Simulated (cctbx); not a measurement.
# Accept or mend?

Cell a = 13.1370 Å, b = 13.1370 Å, c = 7.9560 Å, α = 90.00°, β = 90.00°, γ = 120.00°; space group R3m (no. 160).

Simulated single-crystal data (cctbx): Mo Kα, λ = 0.71073 Å, to d = 0.8 Å, 95 % of the full sphere, strongest reflection 40000 counts, noise from counting, a 1.5 % proportional error and a noise floor of 15 counts (s.d.); no absorption.

An anisotropic refinement with weights 1/σ² prints:

```text
Rint 0.021, 615 unique reflections to 0.80 A
cycle     R1     wR2    GooF  max shift (A)
   1  0.1082  0.2395  14.431   0.01759
   2  0.0517  0.1284   7.733   0.00042
final R1 0.0517 wR2 0.1284 GooF 7.733  parameters 51  data/parameter 12.1
atom        x        y        z      Ueq    occ   su(xyz)  su(Uiso or U11)
V1     0.78310  0.21690  0.58720  -0.0007  1.000  0.00035  0.0009  NPD
Ga1    0.73834  0.26166  0.26326   0.0167  1.000  0.00029  0.0008
Ga2    0.00000  0.00000  0.14852   0.0225  1.000  0.00044  0.0012
Mn1    0.88464  0.11536  0.09692   0.0212  1.000  0.00041  0.0014
Sc1    0.78452  0.21548  0.95499   0.0279  1.000  0.00065  0.0021
Al1    0.01005  0.39432  0.66619   0.0294  1.000  0.00090  0.0026
Al2    0.92527  0.07473  0.41074   0.0297  1.000  0.00095  0.0030
Al3    0.88095  0.11905  0.75859   0.0276  1.000  0.00110  0.0033
Al4    0.00000  0.00000  0.68776   0.0243  1.000  0.00185  0.0030
difference map: max 2.77 min -0.99 rms 0.35
Q1    0.1132  0.2263  0.2877    9    2.78  0.28 A from V1
Q2    0.9973  0.4986  0.4425    9    1.03  1.14 A from Mn1
Q3    0.2153  0.1077  0.1090    9    0.95  0.20 A from Mn1
Q4    0.0624  0.5312  0.0925    9    0.93  1.44 A from V1
Q5    0.2256  0.1128  0.4805    9    0.90  1.03 A from Al2
Q6    0.0882  0.1763  0.0551    9    0.83  1.06 A from Ga1
```

Q: Accept it or mend it, and why?

Mend it. The fault: wrong element: V1 is Ga. Against the right model at the same level, R1 goes from 0.0068 to 0.0517 and GooF from 0.88 to 7.73, U of V1 shrinks from 0.0174 to -0.0007 Å², U of Ga1 swells from 0.0126 to 0.0167 Å², U of Ga2 swells from 0.0175 to 0.0225 Å², the top difference peak, 2.8 e/Å³, lies on V1 and V1 goes non-positive-definite. V1 has 8 electrons too few and its U shrinks to make up, as expected.

The compound is Sc3Mn3Al13Ga7. The right model at the same level gives:

```text
Rint 0.021, 615 unique reflections to 0.80 A
cycle     R1     wR2    GooF  max shift (A)
   1  0.0205  0.0463   2.788   0.00990
   2  0.0068  0.0146   0.880   0.00001
final R1 0.0068 wR2 0.0146 GooF 0.880  parameters 51  data/parameter 12.1
atom        x        y        z      Ueq    occ   su(xyz)  su(Uiso or U11)
Ga1    0.78309  0.21691  0.58701   0.0174  1.000  0.00004  0.0001
Ga2    0.73845  0.26155  0.26290   0.0126  1.000  0.00003  0.0001
Ga3    0.00000  0.00000  0.14943   0.0175  1.000  0.00005  0.0001
Mn1    0.88487  0.11513  0.09704   0.0175  1.000  0.00005  0.0001
Sc1    0.78459  0.21541  0.95465   0.0243  1.000  0.00008  0.0002
Al1    0.00869  0.39308  0.66651   0.0251  1.000  0.00010  0.0003
Al2    0.92573  0.07427  0.40921   0.0247  1.000  0.00011  0.0003
Al3    0.88101  0.11899  0.75904   0.0199  1.000  0.00012  0.0003
Al4    0.00000  0.00000  0.68605   0.0216  1.000  0.00021  0.0004
Flack x: 0.020(10)
Hooft y: 0.001(8)  Bijvoet pairs: 303
difference map: max 0.16 min -0.14 rms 0.04
Q1    0.0844  0.5422  0.1387    9    0.16  1.20 A from Sc1
Q2    0.0000  0.0000  0.0362    3    0.15  0.90 A from Ga3
Q3    0.0000  0.0000  0.2863    3    0.14  1.09 A from Ga3
Q4    0.1930  0.0576  0.2264   18    0.13  1.22 A from Mn1
Q5    0.2098  0.4195  0.6507    9    0.13  0.92 A from Mn1
Q6    0.1599  0.4479  0.2692   18    0.13  1.52 A from Al3
```

The model is made up (kin elements in a known structure type, no relaxation), so it says nothing on whether the phase exists.

[Middle refinement cycles are left out of these outputs.]

[Logs are printed without paths, hosts, clocks, repeated set-up lines and the standing remarks that a program may print on its own settings, such as how far it seeks lower states.]
